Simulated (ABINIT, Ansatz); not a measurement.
# Quasiparticle gap of KBr (Fm-3m) in ABINIT

Aim: the G0W0 gap of KBr (Fm-3m) on PBE, step by step.

Method: PBE and many-body steps on it, plane waves, in ABINIT 10.8.3.

Report form: the programs' logs are mostly left out.

### Step 1. Set-up

It takes space group Fm-3m (No. 225, cubic). The conventional cell has a = 6.600 Å, b = 6.600 Å, c = 6.600 Å, α = 90.00°, β = 90.00°, γ = 90.00°. K has 6 Br at 3.30 Å nearest. Nearest to Br lie 6 K at 3.30 Å. Farther neighbours and most contacts between anions are not listed.

Coordinates:

```cif
data_structure
_symmetry_space_group_name_H-M 'Fm-3m'
_symmetry_Int_Tables_number 225
_cell_length_a 6.6000
_cell_length_b 6.6000
_cell_length_c 6.6000
_cell_angle_alpha 90.000
_cell_angle_beta 90.000
_cell_angle_gamma 90.000
_cell_volume 287.50
loop_
_atom_site_label
_atom_site_type_symbol
_atom_site_symmetry_multiplicity
_atom_site_Wyckoff_symbol
_atom_site_fract_x
_atom_site_fract_y
_atom_site_fract_z
_atom_site_occupancy
K1 K 4 a 0.00000 0.00000 0.00000 1
Br1 Br 4 b 0.50000 0.00000 0.00000 1
```

The cell and positions come from the Crystallography Open Database and are kept as given unless a step says otherwise.

### Step 2. Ground state

This step: ABINIT 10.8.3; DFT, PBE, plane waves, norm-conserving pseudopotentials.

The ground-state density comes first.

run.abi

```
acell 3*1.0 Angstrom
rprim 
  0.000000000000 3.300000000000 3.300000000000
  3.300000000000 0.000000000000 3.300000000000
  3.300000000000 3.300000000000 0.000000000000
ntypat 2
znucl 19 35
natom 2
typat 1 2
xred 
  0.000000000000 0.000000000000 0.000000000000
  0.500000000000 0.500000000000 0.500000000000
pp_dirpath "pseudos"
pseudos "K.upf, Br.upf"
ecut 33
ngkpt 6 6 6
nshiftk 1
shiftk 0 0 0
kptopt 1
chksymbreak 0
nband 13
occopt 1
tolvrs 1e-10
nstep 60
prtwf 0
optforces 0
optstress 0
indata_prefix "in"
outdata_prefix "out"
tmpdata_prefix "tmp"
```

On the command line:

```sh
$ OMP_NUM_THREADS=1 mpirun -n 4 abinit run.abi > log
```

Elapsed: 9 s, on 4 MPI ranks of Arm Neoverse V2, shared host; peak memory 0.34 GiB.

Numbers from this step:

* total energy: -1249.4942 eV
* gap: 4.436 eV
* k of the valence top: 0, 0, 0
* k of the conduction bottom: 0, 0, 0
* least direct gap: 4.436 eV

The gap is direct, at Γ.

### Step 3. Bands along the symmetry lines

The cheap functional maps the bands first; the places of the edges decide which points the dearer methods must see.

run.abi

```
acell 3*1.0 Angstrom
rprim 
  0.000000000000 3.300000000000 3.300000000000
  3.300000000000 0.000000000000 3.300000000000
  3.300000000000 3.300000000000 0.000000000000
ntypat 2
znucl 19 35
natom 2
typat 1 2
xred 
  0.000000000000 0.000000000000 0.000000000000
  0.500000000000 0.500000000000 0.500000000000
pp_dirpath "pseudos"
pseudos "K.upf, Br.upf"
ecut 33
iscf -2
irdden 1
kptopt 0
nkpt 50
kpt 
  0.00000000 0.00000000 0.00000000
  0.06250000 0.00000000 0.06250000
  0.12500000 0.00000000 0.12500000
  0.18750000 0.00000000 0.18750000
  0.25000000 0.00000000 0.25000000
  0.31250000 0.00000000 0.31250000
  0.37500000 0.00000000 0.37500000
  0.43750000 0.00000000 0.43750000
  0.50000000 0.00000000 0.50000000
  0.51562500 0.03125000 0.51562500
  0.53125000 0.06250000 0.53125000
  0.54687500 0.09375000 0.54687500
  0.56250000 0.12500000 0.56250000
  0.57812500 0.15625000 0.57812500
  0.59375000 0.18750000 0.59375000
  0.60937500 0.21875000 0.60937500
  0.62500000 0.25000000 0.62500000
  0.37500000 0.37500000 0.75000000
  0.32812500 0.32812500 0.65625000
  0.28125000 0.28125000 0.56250000
  0.23437500 0.23437500 0.46875000
  0.18750000 0.18750000 0.37500000
  0.14062500 0.14062500 0.28125000
  0.09375000 0.09375000 0.18750000
  0.04687500 0.04687500 0.09375000
  0.00000000 0.00000000 0.00000000
  0.06250000 0.06250000 0.06250000
  0.12500000 0.12500000 0.12500000
  0.18750000 0.18750000 0.18750000
  0.25000000 0.25000000 0.25000000
  0.31250000 0.31250000 0.31250000
  0.37500000 0.37500000 0.37500000
  0.43750000 0.43750000 0.43750000
  0.50000000 0.50000000 0.50000000
  0.50000000 0.46875000 0.53125000
  0.50000000 0.43750000 0.56250000
  0.50000000 0.40625000 0.59375000
  0.50000000 0.37500000 0.62500000
  0.50000000 0.34375000 0.65625000
  0.50000000 0.31250000 0.68750000
  0.50000000 0.28125000 0.71875000
  0.50000000 0.25000000 0.75000000
  0.50000000 0.21875000 0.71875000
  0.50000000 0.18750000 0.68750000
  0.50000000 0.15625000 0.65625000
  0.50000000 0.12500000 0.62500000
  0.50000000 0.09375000 0.59375000
  0.50000000 0.06250000 0.56250000
  0.50000000 0.03125000 0.53125000
  0.50000000 0.00000000 0.50000000
istwfk *1
nband 15
nbdbuf 2
tolwfr 1e-08
nstep 40
prtwf 0
prtvol 0
indata_prefix "in"
outdata_prefix "out"
tmpdata_prefix "tmp"
```

The job ended after 19 s (4 MPI ranks; peak memory 0.31 GiB).

This step gave:

```
gap                        : 4.436 eV
k of the valence top       : 0, 0, 0
k of the conduction bottom : 0, 0, 0
least direct gap           : 4.436 eV
```

The gap is 4.436 eV, as in the run before at this level.

The electronic bands at the labelled points (eV, zero at the top of the highest filled band; v1 is the highest filled band, c1 the lowest empty one):

| point | v4 | v3 | v2 | v1 | c1 | c2 | c3 | c4 |
| --- | --- | --- | --- | --- | --- | --- | --- | --- |
| Γ | -11.26 | 0.00 | 0.00 | 0.00 | 4.44 | 7.61 | 7.61 | 7.61 |
| halfway | -11.17 | -0.71 | -0.16 | -0.16 | 5.90 | 6.54 | 8.84 | 9.04 |
| X | -11.29 | -0.81 | -0.28 | -0.28 | 5.87 | 7.20 | 9.35 | 9.50 |
| halfway | -11.26 | -0.78 | -0.40 | -0.30 | 6.08 | 7.46 | 9.12 | 9.51 |
| U | -11.18 | -0.69 | -0.64 | -0.33 | 6.59 | 8.16 | 8.46 | 9.16 |
| jump to K | -11.18 | -0.69 | -0.64 | -0.33 | 6.59 | 8.16 | 8.46 | 9.16 |
| halfway | -11.10 | -0.78 | -0.24 | -0.24 | 6.16 | 7.28 | 8.38 | 8.88 |
| Γ | -11.26 | 0.00 | 0.00 | 0.00 | 4.44 | 7.61 | 7.61 | 7.61 |
| halfway | -11.12 | -0.67 | -0.17 | -0.17 | 5.69 | 7.49 | 8.31 | 8.31 |
| L | -11.01 | -1.18 | -0.33 | -0.33 | 6.59 | 8.23 | 9.74 | 9.74 |
| halfway | -11.09 | -0.96 | -0.47 | -0.36 | 7.02 | 7.80 | 8.89 | 9.31 |
| W | -11.16 | -0.59 | -0.59 | -0.54 | 7.39 | 7.39 | 8.26 | 8.99 |
| halfway | -11.22 | -0.75 | -0.41 | -0.38 | 6.29 | 7.66 | 8.73 | 9.39 |
| X | -11.29 | -0.81 | -0.28 | -0.28 | 5.87 | 7.20 | 9.35 | 9.50 |

### Step 4. Empty states on the mesh, 4×4×4 mesh, 1321 bands

The sums over transitions need many empty states on a uniform mesh; this step solves for them.

run.abi

```
acell 3*1.0 Angstrom
rprim 
  0.000000000000 3.300000000000 3.300000000000
  3.300000000000 0.000000000000 3.300000000000
  3.300000000000 3.300000000000 0.000000000000
ntypat 2
znucl 19 35
natom 2
typat 1 2
xred 
  0.000000000000 0.000000000000 0.000000000000
  0.500000000000 0.500000000000 0.500000000000
pp_dirpath "pseudos"
pseudos "K.upf, Br.upf"
ecut 33
ngkpt 4 4 4
nshiftk 1
shiftk 0 0 0
kptopt 1
chksymbreak 0
irdden 1
istwfk *1
nband 1321
prtvol 0
optdriver 6
gwr_task "HDIAGO"
paral_kgb 0
occopt 1
indata_prefix "in"
outdata_prefix "out"
tmpdata_prefix "tmp"
```

Run time: 2.4 min. Hardware: 4 MPI ranks; peak memory 4.7 GiB.

Numbers from this step:

* gap: 4.436 eV
* k of the valence top: 0, 0, 0
* k of the conduction bottom: 0, 0, 0
* least direct gap: 4.436 eV
* k points computed: 8
* lowest point of the top converged band, above the valence top: 391.2522 eV

On this mesh the gap is 4.436 eV.

### Step 5. Screening, 4×4×4 mesh, 540 bands, screening to 283 eV

The RPA dielectric matrix is built and inverted for each q.

This step: RPA screening on PBE, plane waves, norm-conserving pseudopotentials.

run.abi: that of step 4 with these lines changed.

```diff
@@ -20,10 +20,11 @@
 chksymbreak 0
-irdden 1
 istwfk *1
-nband 1321
-prtvol 0
-optdriver 6
-gwr_task "HDIAGO"
-paral_kgb 0
 occopt 1
+irdwfk 1
+optdriver 3
+nband 540
+ecuteps 10.4
+inclvkb 2
+awtr 1
+symchi 1
 indata_prefix "in"
```

It took 7.5 min on 4 MPI ranks; peak memory 4.1 GiB; 30 min of CPU time.

This step gave:

```
ε∞ with local fields, on this mesh, along the program's q direction : 2.374
the same without local fields                                       : 2.854
plasma frequency                                                    : 17.52 eV
plane waves in the screening matrix                                 : 749
```

Local fields lower ε∞ by 17 %.

### Step 6. Self-energy, 4×4×4 mesh, 540 bands, screening to 283 eV

The self-energy is evaluated for the states that the input lists, and the levels follow from it, in one-shot runs by the linearised quasiparticle equation.

This step: G0W0 on PBE, plane waves, norm-conserving pseudopotentials.

run.abi: that of step 5 with these lines changed.

```diff
@@ -23,8 +23,15 @@
 irdwfk 1
-optdriver 3
+optdriver 4
 nband 540
+gwcalctyp 0
+ecutsigx 33
+symsigma 1
+nkptgw 1
+kptgw 
+  0.0000000000 0.0000000000 0.0000000000
+bdgw 
+  6 12
 ecuteps 10.4
-inclvkb 2
-awtr 1
-symchi 1
+irdscr 1
+ppmodel 1
 indata_prefix "in"
```

Wall time 2.9 min (4 MPI ranks); peak memory 4.9 GiB; 12 min of CPU time.

Numbers from this step:

```yaml
g0w0_gap_on_the_points_computed: 7.014 eV
starting_gap_on_the_mesh: 4.436 eV
k_of_the_valence_top: 0, 0, 0
k_of_the_conduction_bottom: 0, 0, 0
z_at_the_valence_top: 0.813
z_at_the_conduction_bottom: 0.864
least_direct_g0w0_gap_on_the_computed_points: 7.014 eV
```

The gap on the mesh goes from 4.44 eV to 7.01 eV, a correction of +2.58 eV.

Limits: finite bands, cutoff and mesh; no spin-orbit coupling. v1 is the top filled band, c1 the lowest empty one. Levels before and after the correction, in eV, zero at the valence-band top of each column:

|  | conduction bottom | valence top |
| --- | --- | --- |
| Kohn-Sham | 4.44 | 0.00 |
| G0W0 | 7.01 | 0.00 |

|  | level | energy (eV) |
| --- | --- | --- |
| Kohn-Sham | Γ v3-v1 | 0.000 |
| Kohn-Sham | Γ c1 | 4.436 |
| Kohn-Sham | Γ c2-c4 | 7.608 |
| G0W0 | Γ v3-v1 | 0.000 |
| G0W0 | Γ c1 | 7.014 |
| G0W0 | Γ c2-c4 | 10.907 |

### Step 7. Where the time went

Times are wall times on 4 MPI ranks of Arm Neoverse V2, shared host, good to a factor of about two.

| step | time | share | memory (GiB) |
| --- | --- | --- | --- |
| ground state | 9 s | 1 % | 0.34 |
| bands along the symmetry lines | 19 s | 2 % | 0.31 |
| empty states on the mesh | 2.4 min | 18 % | 4.7 |
| screening | 7.5 min | 56 % | 4.1 |
| self-energy | 2.9 min | 22 % | 4.9 |

### Step 8. Summary of results

| Item | Value |
| --- | --- |
| PBE gap | 4.44 eV, direct |
| G0W0 gap on the mesh | 7.01 eV |
| GW settings | 4×4×4 mesh, 540 bands, screening to 283 eV, Godby-Needs plasmon pole |
| known limits | not at the basis limit; no spin-orbit coupling |

G0W0 moves the gap on the mesh from 4.44 eV to 7.01 eV (+2.58 eV), with Z of 0.81 and 0.86 at the edges. Local fields lower the RPA ε∞ on this mesh from 2.85 to 2.37. Only 1 of the mesh's irreducible points was corrected, so a valley elsewhere could overtake. The dearest step here is «screening». Bands and cutoff are finite, so the gap is not at the basis limit. The miss can reach some tenths of an eV and take either sign; the mesh is an error of its own. In the G0W0 run levels were corrected at 1 k point alone, so a gap called «on the mesh» is the least over those, and an edge elsewhere would be missed. The many-body steps are scalar-relativistic: spin-orbit coupling is not in them.

[Paths, hosts, dates, memory and timing lines, banners, echoed tables and standing remarks are left out of the program output.]

[Logs are printed without paths, hosts, clocks, repeated set-up lines and the standing remarks that a program may print on its own settings, such as how far it seeks lower states.]

[Runs of the session that timed out or met a known fault of the program may be left out.]

[Hosts, paths, dates, database ids (printed as entryN), source tags and the programs' standing remarks are cut or masked in the printed files.]

[G0W0 gaps are taken among the corrected bands and points alone; a level outside them can change the order at an edge.]

[Where Ansatz stands beside ABINIT at settings called matched, ABINIT's density can come from a denser mesh and the files from another edition; pairs whose starting gaps differed by over 0.03 eV were left out, so agreement reads better than it is.]
